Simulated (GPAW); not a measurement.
# How the form of the self-energy moves the gap of H (Cmce)

Aim: compare treatments of exchange, screening and correlation for the gap of H (Cmce).

Calculated with GPAW 26.7.0; LDA and many-body steps on it, plane waves.

### Step 1. The starting structure

It takes space group Cmce (No. 64, orthorhombic). The conventional cell has a = 5.247 Å, b = 5.134 Å, c = 4.142 Å, α = 90.00°, β = 90.00°, γ = 90.00°. H has 1 H at 0.74 Å nearest.

As a file:

```cif
data_structure
_symmetry_space_group_name_H-M 'Cmce'
_symmetry_Int_Tables_number 64
_cell_length_a 5.2470
_cell_length_b 5.1338
_cell_length_c 4.1418
_cell_angle_alpha 90.000
_cell_angle_beta 90.000
_cell_angle_gamma 90.000
_cell_volume 111.57
loop_
_atom_site_label
_atom_site_type_symbol
_atom_site_symmetry_multiplicity
_atom_site_Wyckoff_symbol
_atom_site_fract_x
_atom_site_fract_y
_atom_site_fract_z
_atom_site_occupancy
H1 H 8 f 0.50000 0.54670 0.06851 1
```

The cell and positions are those that the Materials Project relaxed with its own functionals (PBE, PBE+U or r2SCAN), kept fixed.

### Step 2. Empty states on the mesh, 4×4×4 mesh, 266 bands

This step: GPAW 26.7.0; DFT, LDA, plane waves, PAW.

The sums over transitions need many empty states on a uniform mesh; this step solves for them.

run.py reads:

```python
import json
import numpy as np
from gpaw.mpi import world
from gpaw import GPAW

calc = GPAW('gs.gpw').fixed_density(kpts={'size': (4, 4, 4), 'gamma': True},
    parallel={'domain': 1, 'band': 1},
    txt='nscf.txt')
calc.diagonalize_full_hamiltonian(nbands=266)
calc.write('full.gpw', mode='all')
res = {}
kpts = calc.get_ibz_k_points()
res['kpts'] = kpts
res['eigenvalues'] = [calc.get_eigenvalues(kpt=k) for k in range(len(kpts))]
res['n_electrons'] = calc.get_number_of_electrons()

if world.rank == 0:
    with open('result.json', 'w') as f:
        json.dump(res, f, default=lambda x: x.tolist())
```

Command:

```bash
mpirun -n 4 gpaw python run.py
```

Numbers of over 12 decimals in the logs are rounded to 6 here.

Log:

```text
Diagonalizing LCAO Hamiltonian
Converting LCAO to pw mode
convergence criteria:
- Maximum integral of absolute [eigenst]ate change: 4e-08 eV^2 / valence electron
maximum number of iterations: 100

SCF iterations
|iter     |     time |      energy | eigst |  dens |
|iter:   1|  |             | +2.74 |       |
|iter:   2|  |             | +1.28 |       |
|iter:   3|  |             | -0.72 |       |
|iter:   4|  |             | -2.56 |       |
|iter:   5|  |             | -4.79 |       |
|iter:   6|  |             | -6.50 |       |
|iter:   7|  |             | -7.53c|       |
SCF steps: 7
  __  _  _
 | _ |_)|_||  |
 |__||  | ||/\| - 26.7.0

Input parameters:
  mode=PW(ecut=600.0),
  convergence={'density': 1e-06, 'bands': -3},
  gpts=array([21, 21, 24]),
  kpts=MonkhorstPack(size=(4, 4, 4), gamma=True),
  maxiter=100,
  nbands=10,
  occupations=Occupations(name='fermi-dirac', width=0.001, fixmagmom=False),
  parallel={'domain': 1, 'band': 1},
  xc=XC(name='LDA')
Matrix size: 1880x1880
# Writing to full.gpw (mode='all')
  [... matrices ...]

timing:  # [seconds]
  Total: 43.605  # ━━━━━━━━━━━━━━━━━━━━━━━━━━━━━━━━━━━━━━━━━━━━━━━━━━━━━━━━━━
```

Wall time 47 s (4 MPI ranks of Arm Neoverse V1, shared host); peak memory 1.8 GiB; 3.2 min of CPU time.

This step gave:

| Item | Value |
| --- | --- |
| gap | 8.694 eV |
| k of the valence top | 0, 0, 0 |
| k of the conduction bottom | 0.5, 0, 0.5 |
| least direct gap | 9.356 eV |
| k points computed | 24 |
| lowest point of the top converged band, above the valence top | 163.0874 eV |

On this mesh the gap is 8.694 eV.

### Step 3. G0W0, Godby-Needs plasmon pole

G0W0 replaces the xc potential by the self-energy, built once from these orbitals. Only a window of levels is corrected, while the sums run over the empty bands that the input names.

This step: G0W0 on LDA, plane waves, PAW.

run.py reads:

```python
import json
import numpy as np
from gpaw.mpi import world
from gpaw.response.g0w0 import G0W0

gw = G0W0('full.gpw',
    filename='gw',
    kpts=[0, 16],
    bands=(0, 4),
    ecut=96,
    nbands=119,
    integrate_gamma='WS',
    ppa=True)
gw.calculate()
res = {mode: {k: v for k, v in r.items() if k != 'sigma_eskwn'}
       for mode, r in gw.all_results.items()}

if world.rank == 0:
    with open('result.json', 'w') as f:
        json.dump(res, f, default=lambda x: x.tolist())
```

Command:

```bash
mpirun -n 4 gpaw python run.py
```

Log:

```text
Using integrator: PointIntegrator
FrequencyGridDescriptor(from 0.000+0.000j to 0.000+27.211j eV, 2 points)
Nonperiodic BCs:  [False False False]
Using integrator: PointIntegrator
FrequencyGridDescriptor(from 0.000+0.000j to 0.000+27.211j eV, 2 points)
Nonperiodic BCs:  [False False False]
  ___  _ _ _
 |   || | | |
 | | || | | |
 |__ ||_____|
 |___|

BZ k-points: Symmetries present (total): 4

  [... matrices ...]
64 k-points: 4 x 4 x 4 Monkhorst-Pack grid + [1/8,1/8,1/8]
24 k-points in the irreducible part of the Brillouin zone
       k-points in crystal coordinates                weights
   0:     0.00000000    0.00000000    0.00000000          1/64
   1:     0.00000000    0.00000000    0.25000000          2/64
   2:     0.00000000    0.00000000    0.50000000          1/64
   3:     0.25000000   -0.25000000   -0.25000000          2/64
   4:     0.25000000   -0.25000000    0.00000000          2/64
   5:     0.25000000   -0.25000000    0.25000000          2/64
   6:     0.25000000   -0.25000000    0.50000000          2/64
   7:     0.25000000    0.00000000   -0.25000000          4/64
   8:     0.25000000    0.00000000    0.00000000          4/64
   9:     0.25000000    0.00000000    0.25000000          4/64
          ...
  23:     0.50000000    0.50000000    0.50000000          1/64

Distributing spins, k-points and bands (1 x 2 x 4) over 4 processes
Number of blocks: 1

Quasi particle states:
k-points (IBZ indices): [0, 16]
Band range: (0, 4)
  [... matrices ...]
Computational parameters:
Plane wave cut-off: 96 eV
Number of bands: 119
Coulomb cutoff: None
Broadening: 0.1 eV

fxc modes: GW
Kernel: RPA
Using Godby-Needs plasmon-pole approximation:
  Fitting energy: i*E0, E0 = 1.000 Hartree
Summing all q:

Calculating screened Coulomb potential
No Coulomb truncation
FrequencyGridDescriptor(from 0.000+0.000j to 0.000+27.211j eV, 2 points)
Removing empty qpoint cache files...

Calculating chi0 body with:
    Ground state adapter containing:
    Number of spins: 1
    Number of kpoints: 64
    Number of irreducible kpoints: 24
    Number of completely occupied states: 2
    Number of partially occupied states: 2
    Occupied states memory: 0.322998046875 M / cpu

    Linear response parametrization:
    q_c: [0.0, 0.0, 0.0]
    Number of frequency points: 2
    Planewave cutoff: 96.0
    Number of bands: 119
    Number of planewaves: 119
    Broadening (eta): 1e-06
    comm.size: 4
    kncomm.size: 4
    blockcomm.size: 1

    Memory estimate of potentially large arrays:
        chi0_wGG: 0.432159 M / cpu
Integrating chi0 body.

Symmetries of q_c:
    Direct symmetries (Uq -> q): 4
    Indirect symmetries (TUq -> q): 0
In total 4 allowed symmetries.

  [... matrices ...]
24 groups of equivalent kpoints. 62.5% reduction.

Integral kind: response function
Integrating chi0 head and wings.

Symmetries of q_c:
    Direct symmetries (Uq -> q): 4
    Indirect symmetries (TUq -> q): 0
In total 4 allowed symmetries.

  [... matrices ...]
24 groups of equivalent kpoints. 62.5% reduction.

Integral kind: response function wings

Calculating chi0 body with:
    Ground state adapter containing:
    Number of spins: 1
    Number of kpoints: 64
    Number of irreducible kpoints: 24
    Number of completely occupied states: 2
    Number of partially occupied states: 2
    Occupied states memory: 0.322998046875 M / cpu

    Linear response parametrization:
[... the further q-points ...]

Results:
f:      Occupation numbers
eps:     KS-eigenvalues [eV]
vxc:     KS vxc [eV]
exx:     Exact exchange [eV]
sigma:   Self-energies [eV]
dsigma:  Self-energy derivatives
Z:       Renormalization factors
qp:      QP-energies [eV]

k-point 0 (0): (0.000, 0.000, 0.000)                GW
band       f     eps     vxc     exx   sigma  dsigma       Z      qp
                                                                   GW
   0   1.000 -10.293 -10.426 -16.627   1.094  -0.160   0.862 -14.697
   1   1.000  -8.352 -12.365 -18.149   0.951  -0.160   0.862 -12.516
   2   0.000   2.598  -6.706  -2.233  -1.731  -0.099   0.910   5.092
   3   0.000   3.832  -7.412  -3.362  -1.760  -0.110   0.901   5.896

k-point 1 (16): (0.500, 0.000, 0.500)                GW
band       f     eps     vxc     exx   sigma  dsigma       Z      qp
                                                                   GW
   0   1.000  -9.014 -11.726 -17.666   1.000  -0.163   0.860 -13.263
   1   1.000  -9.014 -11.726 -17.666   1.000  -0.163   0.860 -13.263
   2   0.000   0.342  -5.578  -1.713  -1.602  -0.089   0.918   2.420
   3   0.000   0.342  -5.578  -1.713  -1.602  -0.089   0.918   2.420
```

Elapsed: 46 s, on 4 MPI ranks; peak memory 0.82 GiB; 3 min of CPU time.

Numbers from this step:

| Quantity | Value |
| --- | --- |
| G0W0 gap on the points computed | 14.94 eV |
| least direct G0W0 gap on the computed points | 15.68 eV |
| Z at the valence top | 0.8618 |
| Z at the conduction bottom | 0.9182 |
| starting gap on the mesh | 8.694 eV |
| k of the valence top | 0, 0, 0 |
| k of the conduction bottom | 0.5, 0, 0.5 |

The gap on the mesh goes from 8.69 eV to 14.94 eV, a correction of +6.24 eV.

### Step 4. One-shot HSE06

This step: one-shot HSE06 levels on LDA orbitals, plane waves, PAW.

run.py reads:

```python
import json
import numpy as np
from gpaw.mpi import world
from gpaw.hybrids.eigenvalues import non_self_consistent_eigenvalues

dft, vxc, vxc_hyb = non_self_consistent_eigenvalues('full.gpw', 'HSE06', 0, 4, kpt_indices=[0, 16])
res = {'dft': dft[0], 'hybrid': (dft - vxc + vxc_hyb)[0]}
if world.rank == 0:
    with open('hybrid.txt', 'w') as f:
        for k, e0, e1 in zip([0, 16], res['dft'], res['hybrid']):
            print(k, ' '.join(f'{x:9.4f}' for x in e0), '|', ' '.join(f'{x:9.4f}' for x in e1), file=f)

if world.rank == 0:
    with open('result.json', 'w') as f:
        json.dump(res, f, default=lambda x: x.tolist())
```

Command:

```bash
mpirun -n 4 gpaw python run.py
```

Log:

```text
IBZ(<points: 24, symmetries: 4>)
Occupied bands: 2
Transforming wave functions from IBZ to BZ: 0.017 seconds
Distributing wave functions and iFFT-ing to real space: 0.057 seconds
Calculating eigenvalues:
  k-points: 2
  Bands: 0-3 (inclusive)
  Seconds: 0.188 (wave-function broadcasting: 0.005 seconds)
HSE06-eigenvalue shifts:
  min: -1.529 eV
  ave: -0.396 eV
  max: 0.744 eV
```

Run time: 3 s. Hardware: 4 MPI ranks; peak memory 0.45 GiB.

Numbers from this step:

```yaml
starting_gap_on_the_mesh: 8.694 eV
hybrid_gap_on_the_mesh: 10.94 eV
least_direct_hybrid_gap_on_the_computed_points: 11.58 eV
```

### Step 5. G0W0, extrapolated in the cutoff

This step: G0W0 on LDA, plane waves, PAW.

run.py reads:

```python
import json
import numpy as np
from gpaw.mpi import world
from gpaw.response.g0w0 import G0W0

gw = G0W0('full.gpw',
    filename='gw',
    kpts=[0, 16],
    bands=(0, 4),
    ecut=160.0,
    integrate_gamma='WS',
    ppa=True,
    ecut_extrapolation=True)
gw.calculate()
res = {mode: {k: v for k, v in r.items() if k != 'sigma_eskwn'}
       for mode, r in gw.all_results.items()}

if world.rank == 0:
    with open('result.json', 'w') as f:
        json.dump(res, f, default=lambda x: x.tolist())
```

Command:

```bash
mpirun -n 4 gpaw python run.py
```

Log:

```text
Using integrator: PointIntegrator
FrequencyGridDescriptor(from 0.000+0.000j to 0.000+27.211j eV, 2 points)
Nonperiodic BCs:  [False False False]
Using integrator: PointIntegrator
FrequencyGridDescriptor(from 0.000+0.000j to 0.000+27.211j eV, 2 points)
Nonperiodic BCs:  [False False False]
  ___  _ _ _
 |   || | | |
 | | || | | |
 |__ ||_____|
 |___|

BZ k-points: Symmetries present (total): 4

  [... matrices ...]
64 k-points: 4 x 4 x 4 Monkhorst-Pack grid + [1/8,1/8,1/8]
24 k-points in the irreducible part of the Brillouin zone
       k-points in crystal coordinates                weights
   0:     0.00000000    0.00000000    0.00000000          1/64
   1:     0.00000000    0.00000000    0.25000000          2/64
   2:     0.00000000    0.00000000    0.50000000          1/64
[...]
9:     0.25000000    0.00000000    0.25000000          4/64
          ...
  23:     0.50000000    0.50000000    0.50000000          1/64

Distributing spins, k-points and bands (1 x 2 x 4) over 4 processes
Number of blocks: 1

Quasi particle states:
k-points (IBZ indices): [0, 16]
Band range: (0, 4)
  [... matrices ...]
Computational parameters:
Extrapolating to infinite plane wave cut-off using points at:
  137.884 eV
  147.917 eV
  160.000 eV
Number of bands: 256
Coulomb cutoff: None
Broadening: 0.1 eV

fxc modes: GW
Kernel: RPA
Using Godby-Needs plasmon-pole approximation:
  Fitting energy: i*E0, E0 = 1.000 Hartree
Summing all q:

Calculating screened Coulomb potential
No Coulomb truncation
FrequencyGridDescriptor(from 0.000+0.000j to 0.000+27.211j eV, 2 points)
Removing empty qpoint cache files...

Calculating chi0 body with:
    Ground state adapter containing:
    Number of spins: 1
    Number of kpoints: 64
    Number of irreducible kpoints: 24
[...]
chi0_wGG: 2.078888 M / cpu
Integrating chi0 body.

Symmetries of q_c:
    Direct symmetries (Uq -> q): 4
    Indirect symmetries (TUq -> q): 0
In total 4 allowed symmetries.

  [... matrices ...]
24 groups of equivalent kpoints. 62.5% reduction.

Integral kind: response function
Integrating chi0 head and wings.

Symmetries of q_c:
    Direct symmetries (Uq -> q): 4
    Indirect symmetries (TUq -> q): 0
In total 4 allowed symmetries.

  [... matrices ...]
24 groups of equivalent kpoints. 62.5% reduction.

Integral kind: response function wings

Calculating chi0 body with:
    Ground state adapter containing:
    Number of spins: 1
    Number of kpoints: 64
    Number of irreducible kpoints: 24
    Number of completely occupied states: 2
    Number of partially occupied states: 2
    Occupied states memory: 0.322998046875 M / cpu

    Linear response parametrization:
[... the further q-points ...]
Extrapolating selfenergy to infinite energy cutoff:
  Performing linear fit to 3 points
  Warning: Bad quality of linear fit for some (n,k).
           Higher cutoff might be necessary.
  Minimum R^2 = 0.0339. (R^2 Should be close to 1)
  [... matrices ...]
Results:
f:      Occupation numbers
eps:     KS-eigenvalues [eV]
vxc:     KS vxc [eV]
exx:     Exact exchange [eV]
sigma:   Self-energies [eV]
dsigma:  Self-energy derivatives
Z:       Renormalization factors
qp:      QP-energies [eV]

k-point 0 (0): (0.000, 0.000, 0.000)                GW
band       f     eps     vxc     exx   sigma  dsigma       Z      qp
                                                                   GW
   0   1.000 -10.293 -10.426 -16.627   0.729  -0.166   0.858 -14.987
   1   1.000  -8.352 -12.365 -18.149   0.437  -0.168   0.856 -12.929
   2   0.000   2.598  -6.706  -2.233  -1.814  -0.099   0.910   5.018
[...]
k-point 1 (16): (0.500, 0.000, 0.500)                GW
band       f     eps     vxc     exx   sigma  dsigma       Z      qp
                                                                   GW
[...]
2   0.000   0.342  -5.578  -1.713  -1.643  -0.089   0.918   2.382
   3   0.000   0.342  -5.578  -1.713  -1.643  -0.089   0.918   2.382
```

Wall time 3.8 min (4 MPI ranks); peak memory 1.1 GiB; 15 min of CPU time.

This step gave:

| Item | Value |
| --- | --- |
| quasiparticle gap on the points computed | 15.31 eV |
| least direct quasiparticle gap on the computed points | 16.02 eV |
| Z at the valence top | 0.8562 |
| Z at the conduction bottom | 0.9180 |
| starting gap on the mesh | 8.694 eV |
| k of the valence top | 0, 0, 0 |
| k of the conduction bottom | 0.5, 0, 0.5 |
| gaps at the cutoffs of the extrapolation | 15.08, 15.10, 15.13 eV |

Against G0W0 in GPAW (4×4×4 mesh, 119 bands, screening to 96 eV, Godby-Needs plasmon pole), the gap moves by +0.375 eV.

### Step 6. One-shot PBE0

This step: one-shot PBE0 levels on LDA orbitals, plane waves, PAW.

run.py reads:

```python
import json
import numpy as np
from gpaw.mpi import world
from gpaw.hybrids.eigenvalues import non_self_consistent_eigenvalues

dft, vxc, vxc_hyb = non_self_consistent_eigenvalues('full.gpw', 'PBE0', 0, 4, kpt_indices=[0, 16])
res = {'dft': dft[0], 'hybrid': (dft - vxc + vxc_hyb)[0]}
if world.rank == 0:
    with open('hybrid.txt', 'w') as f:
        for k, e0, e1 in zip([0, 16], res['dft'], res['hybrid']):
            print(k, ' '.join(f'{x:9.4f}' for x in e0), '|', ' '.join(f'{x:9.4f}' for x in e1), file=f)

if world.rank == 0:
    with open('result.json', 'w') as f:
        json.dump(res, f, default=lambda x: x.tolist())
```

Command:

```bash
mpirun -n 4 gpaw python run.py
```

Log:

```text
IBZ(<points: 24, symmetries: 4>)
Occupied bands: 2
Transforming wave functions from IBZ to BZ: 0.018 seconds
Distributing wave functions and iFFT-ing to real space: 0.056 seconds
Calculating eigenvalues:
  k-points: 2
  Bands: 0-3 (inclusive)
  Seconds: 0.490 (wave-function broadcasting: 0.005 seconds)
HSE06-eigenvalue shifts:
  min: -1.928 eV
  ave: -0.414 eV
  max: 1.133 eV
```

Run time: 3.2 s. Hardware: 4 MPI ranks; peak memory 0.45 GiB.

Numbers from this step:

```yaml
starting_gap_on_the_mesh: 8.694 eV
hybrid_gap_on_the_mesh: 11.71 eV
least_direct_hybrid_gap_on_the_computed_points: 12.35 eV
```

### Step 7. G0W0, full frequency, Hilbert transform

This step: G0W0 on LDA, plane waves, PAW.

run.py reads:

```python
import json
import numpy as np
from gpaw.mpi import world
from gpaw.response.g0w0 import G0W0

gw = G0W0('full.gpw',
    filename='gw',
    kpts=[0, 16],
    bands=(0, 4),
    ecut=96,
    nbands=119,
    integrate_gamma='WS',
    frequencies={'type': 'nonlinear', 'domega0': 0.1, 'omega2': 15.0},
    eta=0.1,
    nblocksmax=True)
gw.calculate()
res = {mode: {k: v for k, v in r.items() if k != 'sigma_eskwn'}
       for mode, r in gw.all_results.items()}

if world.rank == 0:
    with open('result.json', 'w') as f:
        json.dump(res, f, default=lambda x: x.tolist())
```

Command:

```bash
mpirun -n 4 gpaw python run.py
```

Log:

```text
Using integrator: PointIntegrator
NonLinearFrequencyDescriptor(from 0.000 to 106.126 eV, 271 points)
Nonperiodic BCs:  [False False False]
Using integrator: PointIntegrator
NonLinearFrequencyDescriptor(from 0.000 to 106.126 eV, 271 points)
Nonperiodic BCs:  [False False False]
  ___  _ _ _
 |   || | | |
 | | || | | |
 |__ ||_____|
 |___|

BZ k-points: Symmetries present (total): 4

  [... matrices ...]
64 k-points: 4 x 4 x 4 Monkhorst-Pack grid + [1/8,1/8,1/8]
24 k-points in the irreducible part of the Brillouin zone
       k-points in crystal coordinates                weights
[...]
GW
   0   1.000 -10.293 -10.426 -16.627   1.097  -0.208   0.827 -14.517
   1   1.000  -8.352 -12.365 -18.149   0.933  -0.167   0.857 -12.509
   2   0.000   2.598  -6.706  -2.233  -1.728  -0.115   0.897   5.059
[...]
k-point 1 (16): (0.500, 0.000, 0.500)                GW
band       f     eps     vxc     exx   sigma  dsigma       Z      qp
                                                                   GW
[...]
2   0.000   0.342  -5.578  -1.713  -1.595  -0.096   0.913   2.414
   3   0.000   0.342  -5.578  -1.713  -1.595  -0.096   0.913   2.414
```

Wall time 88 s (4 MPI ranks); peak memory 1.1 GiB; 5.9 min of CPU time.

Numbers from this step:

```
G0W0 gap on the points computed              : 14.92 eV
least direct G0W0 gap on the computed points : 15.70 eV
starting gap on the mesh                     : 8.694 eV
k of the valence top                         : 0, 0, 0
k of the conduction bottom                   : 0.5, 0, 0.5
```

Against G0W0 in GPAW (4×4×4 mesh, 119 bands, screening to 96 eV, Godby-Needs plasmon pole), the gap moves by −0.013 eV.

### Step 8. Side by side

Times are wall times on 4 MPI ranks of Arm Neoverse V1, shared host, good to a factor of about two.

```tsv
run	mesh	bands	screening cutoff (eV)	DFT gap (eV)	gap on the mesh (eV)	direct (eV)	time
G0W0, Godby-Needs plasmon pole	4×4×4	119	96	8.694	14.936	15.683	46 s
one-shot HSE06	4×4×4	-	-	8.694	10.940	11.578	3 s
G0W0, extrapolated in the cutoff	4×4×4	-	160	8.694	15.311	16.016	3.8 min
one-shot PBE0	4×4×4	-	-	8.694	11.707	12.352	3.2 s
G0W0, full frequency, Hilbert transform	4×4×4	119	96	8.694	14.923	15.697	88 s
```

### Step 9. Outcome

| Item | Value |
| --- | --- |
| G0W0, Godby-Needs plasmon pole | 14.936 eV |
| one-shot HSE06 | 10.940 eV |
| G0W0, extrapolated in the cutoff | 15.311 eV |
| one-shot PBE0 | 11.707 eV |
| G0W0, full frequency, Hilbert transform | 14.923 eV |
| known limits | not at the basis limit; coarse k mesh |

One-shot HSE06: −3.996 eV against G0W0, Godby-Needs plasmon pole. G0W0, extrapolated in the cutoff: +0.375 eV against G0W0, Godby-Needs plasmon pole, at other bands or cutoff, so not like for like. One-shot PBE0: −3.229 eV against G0W0, Godby-Needs plasmon pole. G0W0, full frequency, Hilbert transform: −0.013 eV against G0W0, Godby-Needs plasmon pole. One-shot hybrid levels are evaluated on the LDA orbitals. Bands and cutoff are finite, so the gap is not at the basis limit. The miss can reach some tenths of an eV and take either sign; the mesh is an error of its own. These stock PAW sets were not made for GW. In the G0W0 runs levels were corrected at 2 k points alone, so a gap called «on the mesh» is the least over those, and an edge elsewhere would be missed. The program warns of a poor linear fit in the extrapolation of some level, so the extrapolated values are rough. The 4×4×4 mesh is coarse for this cell, which bears on the long-range parts of exchange and screening.

[Paths, hosts, dates, memory and timing lines, banners, echoed tables and standing remarks are left out of the program output.]

[Logs are printed without paths, hosts, clocks, repeated set-up lines and the standing remarks that a program may print on its own settings, such as how far it seeks lower states.]

[Runs of the session that timed out or met a known fault of the program may be left out.]

[Hosts, paths, dates, database ids (printed as entryN), source tags and the programs' standing remarks are cut or masked in the printed files.]
